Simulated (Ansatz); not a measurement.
# Mo2N(OH)2 MXene monolayer in a perpendicular field

What dipole does a perpendicular field induce in the Mo2N(OH)2 MXene monolayer? A positive field points along +c.

Program: Ansatz 0.2.0. Level of theory: plane-wave DFT, PBE-D3(BJ), Ansatz PAW. Results are calculated unless marked as measured.

This is a report of a sequence of runs, with most program output left out.

## 1. Starting point

The cell holds 7 atoms: 2 H, 2 O, 2 Mo and 1 N. Cell: a = 2.953 Å, b = 2.953 Å, c = 44.152 Å, α = 90.0°, β = 90.0°, γ = 120.0°. Vacuum lies along c.

## 2. Relaxation

The starting cell is a guess, so the in-plane lattice and the atoms are relaxed first, with the slab cut off from its images along the normal.

File input.yaml:

```yaml
crystal:
  lattice:
    - [2.953236, 0.0, 0.0]
    - [-1.476618, 2.5575773994, 0.0]
    - [0.0, 0.0, 44.1523190102]
  atoms:
    - { symbol: H, position: [0.3333333333, 0.6666666667, 0.4257986992] }
    - { symbol: O, position: [0.3333333333, 0.6666666667, 0.4479945888] }
    - { symbol: Mo, position: [0.6666666667, 0.3333333333, 0.4736079945], spin: 1.0 }
    - { symbol: "N", position: [0.0, 0.0, 0.5] }
    - { symbol: Mo, position: [0.3333333333, 0.6666666667, 0.5263920055], spin: 1.0 }
    - { symbol: O, position: [0.6666666667, 0.3333333333, 0.5520054112] }
    - { symbol: H, position: [0.6666666667, 0.3333333333, 0.5742013008] }
  periodic: [true, true, false]
magnetization:
  spin_polarized: true
kpoints:
  mp_grid: { grid: [12, 12, 1] }
hamiltonian:
  xc: pbe
  dispersion: d3bj
scf:
  occupations: { method: fermi_dirac, width: 0.05 }
  convergence: { dr2_threshold: 1.0e-09 }
relax:
  f_tol: 0.004
  max_steps: 90
  cell: {}
output:
  write_potential: true
  write_density: true
  volumetric_format: npy
```

Command:

```console
ansatz run input.yaml --threads 2 --pin off --max-ram 3072MiB --backend cpu --events-out ev --progress --plain --runs-dir out
```

Wall time 5.3 min (2 threads of Arm Neoverse N1, shared host); peak memory 0.77 GiB; 11 min of CPU time.

The steps of the relaxation:

| step | energy less that of the first step (eV) | largest force component (eV/Å) | volume (Å³) |
| --- | --- | --- | --- |
| 1 | 0.0000 | 3.2174 | 333.49 |
| 2 | -1.1545 | 1.5535 | 339.34 |
| 3 | -1.7523 | 0.5414 | 327.53 |
| 4 | -2.1163 | 0.3621 | 307.36 |
| 5 | -2.1354 | 0.2434 | 301.99 |
| 6 | -2.1404 | 0.0347 | 301.51 |
| 7 | -2.1403 | 0.0520 | 301.81 |
| 8 | -2.1404 | 0.0014 | 301.76 |
| 9* | -2.1249 | 0.0028 | 301.76 |
| 10 | -2.1257 | 0.0019 | 301.09 |
| 11* | -2.1251 | 0.0019 | 301.09 |

Relaxation steps marked * repeat the geometry before them on a plane-wave basis chosen anew for their cell, so energy and pressure can jump there.

Forces are held to the 12 operations that the run works with; a distortion that breaks them can't arise in this run.

| cell as run | before | after | change |
| --- | --- | --- | --- |
| a (Å) | 2.953 | 2.806 | -5.0 % |
| b (Å) | 2.953 | 2.806 | -5.0 % |

The atoms that moved most (Å, along periodic axes as changes of fractional coordinates times the final cell, across vacuum about the mean position):

| atom | dx | dy | dz | length |
| --- | --- | --- | --- | --- |
| O6 | 0.000 | 0.000 | 0.584 | 0.584 |
| O2 | 0.000 | 0.000 | -0.584 | 0.584 |
| H1 | 0.000 | 0.000 | -0.582 | 0.582 |
| H7 | 0.000 | 0.000 | 0.582 | 0.582 |
| Mo5 | 0.000 | 0.000 | 0.282 | 0.282 |
| Mo3 | 0.000 | 0.000 | -0.282 | 0.282 |

Numbers from this step:

| Quantity | Value |
| --- | --- |
| energy at zero smearing | -11463.5523 eV |

The lattice constant a goes from 2.953 to 2.806 Å.

## 3. Atoms held, field 0

A sawtooth potential applies the field, turning back in the middle of the vacuum. With the dipole correction the typed value is the field outside the slab. The induced dipole is small, so the SCF threshold is tight.

The cell differs from the one that the last finished run ended in (c 44.152 → 25.717 Å).

File input.yaml:

```yaml
crystal:
  lattice:
    - [2.8061125859, 0.0, 0.0]
    - [-1.4030562929, 2.4301647852, 0.0]
    - [0.0, 0.0, 25.7166000595]
  atoms:
    - { symbol: H, position: [0.3333333333, 0.6666666667, 0.349968502] }
    - { symbol: O, position: [0.3333333333, 0.6666666667, 0.3880169219] }
    - { symbol: Mo, position: [0.6666666667, 0.3333333333, 0.4437383979] }
    - { symbol: "N", position: [0.0, 0.0, 0.5] }
    - { symbol: Mo, position: [0.3333333333, 0.6666666667, 0.5562616021] }
    - { symbol: O, position: [0.6666666667, 0.3333333333, 0.6119830781] }
    - { symbol: H, position: [0.6666666667, 0.3333333333, 0.650031498] }
kpoints:
  mp_grid: { grid: [18, 18, 1] }
  band_path:
    path: [[0, 0, 0], [0.5, 0, 0], [0.33333333, 0.33333333, 0], [0, 0, 0]]
    npoints: 16
hamiltonian:
  xc: pbe
  dispersion: d3bj
scf:
  occupations: { method: fermi_dirac, width: 0.02585 }
  convergence: { dr2_threshold: 1.0e-10 }
efield:
  axis: 3
  dipole_correction: true
  ramp_position: 0.97
  ramp_width: 0.06
  amplitude: 0
output:
  dos: { projected: true, e_range: [-6, 5] }
  write_potential: true
  write_density: true
  volumetric_format: npy
  elf: true
```

Wall time 35 s (2 threads); peak memory 0.51 GiB.

Numbers from this step:

```
energy at zero smearing   : -11463.5681 eV
work function, upper face : 2.317 eV
dipole along the normal   : 1.91e-7 e·Å
```

Running mean over a fixed 2.7 Å (it still follows the layers) of the planar mean; the ramp of the sawtooth is left out. Electron's electrostatic potential energy less the Fermi level against z:

| z (Å) | electron's electrostatic potential energy less the Fermi level (eV) |
| --- | --- |
| 3.5 | 2.31 |
| 4.0 | 2.31 |
| 4.5 | 2.30 |
| 5.0 | 2.29 |
| 5.5 | 2.25 |
| 6.0 | 2.19 |
| 6.5 | 2.07 |
| 7.0 | 1.85 |
| 7.5 | 1.34 |
| 8.0 | 0.571 |
| 8.5 | -0.616 |
| 9.0 | -2.37 |
| 9.5 | -4.41 |
| 10.0 | -8.39 |
| 10.5 | -12.3 |
| 11.0 | -13.9 |
| 11.5 | -14.3 |
| 12.0 | -14.5 |
| 12.5 | -13.6 |
| 13.0 | -13.3 |
| 13.5 | -14.2 |
| 14.0 | -14.4 |
| 14.5 | -14.0 |
| 15.0 | -13.3 |
| 15.5 | -10.3 |
| 16.0 | -5.90 |
| 16.5 | -3.11 |
| 17.0 | -1.38 |
| 17.5 | 0.191 |
| 18.0 | 0.963 |
| 18.5 | 1.69 |
| 19.0 | 2.00 |
| 19.5 | 2.15 |
| 20.0 | 2.23 |
| 20.5 | 2.27 |
| 21.0 | 2.30 |
| 21.5 | 2.31 |
| 22.0 | 2.31 |
| 22.5 | 2.31 |

The density of states has structure finer than the step of the table below, so its rows give means over 0.2 eV, whole bins alone (the curve runs from -6 to 1.61 eV). Peaks (eV: height): -5.61: 13.3, -5.20: 5.43, -2.11: 4.49, -1.01: 4.19, -0.82: 3.84, -0.38: 4.22, 1.44: 9.61.

The density of states by energy, zero at the Fermi level; means over each step:

| energy (eV) | density of states (states/eV a cell) |
| --- | --- |
| -5.8 | 5.31 |
| -5.6 | 7.21 |
| -5.4 | 4.88 |
| -5.2 | 3.32 |
| -5.0 | 1.15 |
| -4.8 | 1.27 |
| -4.6 | 1.22 |
| -4.4 | 0.951 |
| -4.2 | 0.951 |
| -4.0 | 1.11 |
| -3.8 | 1.57 |
| -3.6 | 1.50 |
| -3.4 | 2.06 |
| -3.2 | 1.21 |
| -3.0 | 0.935 |
| -2.8 | 0.732 |
| -2.6 | 0.975 |
| -2.4 | 1.56 |
| -2.2 | 3.16 |
| -2.0 | 2.33 |
| -1.8 | 1.67 |
| -1.6 | 1.12 |
| -1.4 | 1.17 |
| -1.2 | 2.14 |
| -1.0 | 2.94 |
| -0.8 | 2.26 |
| -0.6 | 1.90 |
| -0.4 | 2.63 |
| -0.2 | 2.14 |
| 0.0 | 2.86 |
| 0.2 | 2.55 |
| 0.4 | 2.59 |
| 0.6 | 2.55 |
| 0.8 | 2.54 |
| 1.0 | 3.36 |
| 1.2 | 4.64 |
| 1.4 | 7.00 |

Projected DOS per atom over height of the atomic layer and energy from the Fermi level. Layers: H O Mo N Mo O H from below.

Values in states/eV, 22 rows by 7 columns, each cell a mean:
```
0.16 0.34 2.22 0.13 2.22 0.34 0.16
0.14 0.21 1.55 0.08 1.55 0.21 0.14
0.14 0.12 0.88 0.07 0.88 0.12 0.14
0.15 0.12 0.84 0.08 0.84 0.12 0.15
0.15 0.13 0.89 0.10 0.89 0.13 0.15
0.04 0.10 0.99 0.15 0.99 0.10 0.04
0.03 0.08 0.79 0.17 0.79 0.08 0.03
0.03 0.08 1.05 0.33 1.05 0.08 0.03
0.01 0.08 0.61 0.17 0.61 0.08 0.01
0.01 0.06 0.51 0.14 0.51 0.06 0.01
0.03 0.10 1.01 0.28 1.01 0.10 0.03
0.02 0.07 0.77 0.28 0.77 0.07 0.02
0.01 0.04 0.29 0.13 0.29 0.04 0.01
0.01 0.06 0.35 0.14 0.35 0.06 0.01
0.02 0.17 0.55 0.40 0.55 0.17 0.02
0.00 0.19 0.25 0.56 0.25 0.19 0.00
0.00 0.11 0.22 0.38 0.22 0.11 0.00
0.00 0.09 0.26 0.29 0.26 0.09 0.00
0.00 0.13 0.33 0.34 0.33 0.13 0.00
0.00 0.67 0.36 0.38 0.36 0.67 0.00
0.00 1.90 0.71 0.77 0.71 1.90 0.00
0.00 1.44 0.70 1.11 0.70 1.44 0.00
```
Columns: height of the atomic layer (Å) from 9 to 16.7 (not evenly spaced); rows upwards: energy from the Fermi level (eV) from -5.96 to 1.6.

The electronic bands at the labelled points (eV, zero at the Fermi level):

| point | band 21 | band 22 | band 23 | band 24 | band 25 | band 26 | band 27 | band 28 |
| --- | --- | --- | --- | --- | --- | --- | --- | --- |
| Γ | -3.31 | -1.34 | -1.30 | -1.30 | -0.26 | -0.26 | -0.14 | -0.11 |
| halfway | -3.60 | -2.12 | -0.72 | -0.41 | 0.12 | 0.83 | 1.03 | 1.25 |
| M | -3.95 | -2.61 | 1.49 | 1.62 | 2.27 | 2.52 | 2.80 | 2.93 |
| halfway | -2.79 | -1.81 | 0.91 | 1.06 | 1.45 | 1.56 | 2.55 | 2.63 |
| K | -1.01 | -0.48 | -0.48 | -0.15 | 1.08 | 1.08 | 2.72 | 2.72 |
| halfway | -2.34 | -2.28 | -1.36 | -0.83 | 0.72 | 1.13 | 1.38 | 1.82 |
| Γ | -3.31 | -1.34 | -1.30 | -1.30 | -0.26 | -0.26 | -0.14 | -0.11 |

Electrostatic potential energy in the ca plane at fractional y = 0.333, with atoms of Mo and O and H within 0.2 Å of it. With pseudopotentials it is smooth inside the atoms' cores, unlike the true potential.

Ten even steps from '0' (-53 eV) to '9' (6 eV), each cell a mean:
```
99999999999999999862136899988887689999999999
99999999999999999830003899999973145689999999
99999999999999999720002799999961021389999999
99999999999999999840004899998873256799999999
99999999999999999974247999887888789999999999
99999999999999999988788999865689999999999999
99999999999999999998899988754589999999999999
99999999999999999987778999865689999999999999
```
Columns run along c (16.0 Å, from fractional 0.16 to 0.78 of the cell; values clipped at the 3rd and 97th percentile), rows up along a (2.8 Å). Atoms in or near the plane, at fractional coordinates: Mo at (0.44, 0.67), O at (0.61, 0.67), H at (0.65, 0.67).

Valence density in the ca plane at fractional y = 0.333, with atoms of Mo and O and H within 0.2 Å of it. It is the smooth field of the valence electrons, not physical close to the nuclei.

Values in e/Å³, 5 rows by 16 columns, each cell a mean:
```
0.0 0.0 0.0 0.0 0.0 0.0 0.0 0.2 2.5 2.1 0.3 0.4 0.7 1.9 0.3 0.0
0.0 0.0 0.0 0.0 0.0 0.0 0.0 0.2 4.6 4.0 0.2 0.2 1.4 5.2 0.9 0.0
0.0 0.0 0.0 0.0 0.0 0.0 0.0 0.2 2.5 2.1 0.3 0.4 0.7 1.9 0.3 0.0
0.0 0.0 0.0 0.0 0.0 0.0 0.1 0.5 0.4 0.5 0.6 0.9 0.6 0.2 0.0 0.0
0.0 0.0 0.0 0.0 0.0 0.0 0.1 0.5 0.4 0.5 0.6 0.9 0.6 0.2 0.0 0.0
```
Columns run along c (16.0 Å, from fractional 0.10 to 0.73 of the cell), rows up along a (2.8 Å). Atoms in or near the plane, at fractional coordinates: Mo at (0.44, 0.67), O at (0.61, 0.67), H at (0.65, 0.67).

ELF in the ca plane at fractional y = 0.333, with atoms of Mo and O and H within 0.2 Å of it. It is the smooth field of the valence electrons, not physical close to the nuclei.

Ten even steps from '0' (0.00) to '9' (0.98), each cell a mean:
```
00000000011110000012322575223212213787654100
00000000011110000000115767621112215767898410
00000000011110000000027746721012225636999410
00000000011110000000114767521112214777887310
00000000011110000012321465224312312676543100
00000000011110001235652232256522431232100000
00000000011100001345762222367622552000000000
00000000011110001234651232246522431243110000
```
Columns run along c (16.0 Å, from fractional 0.10 to 0.73 of the cell), rows up along a (2.8 Å). Atoms in or near the plane, at fractional coordinates: Mo at (0.44, 0.67), O at (0.61, 0.67), H at (0.65, 0.67).

The work function of the upper face is 2.32 eV.

## 4. Single point, field 0.1 V/Å

input.yaml: that of step 3 with these lines changed.

```diff
@@ -29,5 +29,4 @@
   ramp_width: 0.06
-  amplitude: 0
+  amplitude: 0.1
 output:
-  dos: { projected: true, e_range: [-6, 5] }
   write_potential: true
@@ -35,2 +34 @@
   volumetric_format: npy
-  elf: true
```

It took 50 s on 2 threads; peak memory 0.5 GiB; 100 s of CPU time.

The dipole is 0.0508 e·Å.

## 5. Atoms held, field -0.1 V/Å

input.yaml: that of step 4 with these lines changed.

```diff
@@ -29,3 +29,3 @@
   ramp_width: 0.06
-  amplitude: 0.1
+  amplitude: -0.1
 output:
```

Run time: 50 s. Hardware: 2 threads; peak memory 0.5 GiB.

The dipole is -0.0508 e·Å.

## 6. Response, atoms held

This step: plane-wave DFT, PBE-D3(BJ), Ansatz PAW; response to a field along the normal, atoms held (Ansatz 0.2.0).

The dipoles give the slope, and the difference of two potentials shows where the field is screened.

Numbers from this step:

- equivalent conductor thickness p/(ε₀AE): 13.48 Å
- distance between the outer atoms: 7.717 Å

Table of dipole of the cell by applied field:

| applied field (V/Å) | dipole of the cell (e·Å) |
| --- | --- |
| -0.1000 | -0.0508 |
| 0.0000 | 1.9e-7 |
| 0.1000 | 0.0508 |

Local field over the applied field, running mean. From the potentials at -0.1 and 0.1 V/Å; running mean over 2.5 Å. Table of local field over applied field by z:

| z (Å) | local field over applied field |
| --- | --- |
| 5 | 0.884 |
| 6 | 0.701 |
| 7 | 0.370 |
| 8 | 0.0221 |
| 9 | -0.130 |
| 10 | -0.107 |
| 11 | -0.0488 |
| 12 | -0.0180 |
| 13 | 0.00199 |
| 14 | -0.0276 |
| 15 | -0.0619 |
| 16 | -0.124 |
| 17 | -0.111 |
| 18 | 0.105 |
| 19 | 0.476 |
| 20 | 0.767 |
| 21 | 0.913 |

The induced electron density oscillates, so the rows of the table below give means over windows of 1 Å about each position, cut where the curve ends. Its maxima inside the range that stand out by 2 % of the span (Å: e/Å³ per V/Å): 7.4: 0.00269, 9.7: 2.4e-4, 10.6: 8.2e-4, 14.6: 9.6e-4, 15.7: 0.00150, 16.6: 0.00122. Its minima: 9.1: -0.00122, 10.0: -0.00150, 11.1: -9.6e-4, 15.1: -8.2e-4, 16.0: -2.3e-4, 18.3: -0.00269.

Electrons, planar mean, per unit field. Table of induced electron density by z; means over each step:

z (Å), induced electron density (e/Å³ per V/Å) and a bar from the least value:
```
        5    0.00055 ###################
        6    0.00136 #######################
        7    0.00242 ##############################
        8    0.00209 ############################
        9   -0.00056 ############
       10   -0.00025 ##############
       11   -0.00029 #############
       12   -0.00010 ###############
       13    0.00000 ###############
       14    0.00032 #################
       15   -0.00005 ###############
       16    0.00054 ##################
       17    0.00000 ###############
       18   -0.00247 
       19   -0.00216 ##
       20   -0.00107 #########
       21   -0.00042 #############
```

By hand: between -0.1 and 0.1 V/Å the dipole changes by 0.1016 e·Å, a slope of 0.5078 e·Å²/V. A perfect conductor of thickness t has p = ε₀AEt, so t = 180.95 × 0.5078 / 6.819 = 13.48 Å (e/ε₀ = 180.95 V·Å, A in Å²).

The induced dipole is that of a conductor 13.48 Å thick.

## 7. Results

```
gap without field                          : none
work function, upper face                  : 2.32 eV
equivalent conductor thickness, atoms held : 13.5 Å
```

What this shows: The induced dipole equals that of a perfect conductor 13.48 Å thick, while the outer atoms lie 7.72 Å apart. There is no gap over 0.03 eV, with or without the field. The first relaxation ran with spin and lost its moment, and the later runs have none; other magnetic states were not tried. Spin-orbit coupling is left out, which matters for the bands of elements this heavy. The MXene's terminations sit over the metal atoms of its far layer; the site over carbon or nitrogen, which some compounds prefer, was not run.

[Logs are printed without paths, hosts, clocks, repeated set-up lines and the standing remarks that a program may print on its own settings, such as how far it seeks lower states.]

[Hosts, paths, dates, database ids (printed as entryN), source tags and the programs' standing remarks are cut or masked in the printed files.]

[Maps of the electrostatic potential energy from Ansatz leave out the sawtooth potential of an applied field or a dipole correction, so their vacuum need not be flat; planar profiles and work functions include it.]

[The density of states shown here was stored with 400 of the rows of the run's finer table, so its peaks can read low, often by over a quarter, or be missed, and its means over a window can be off by a tenth or more.]
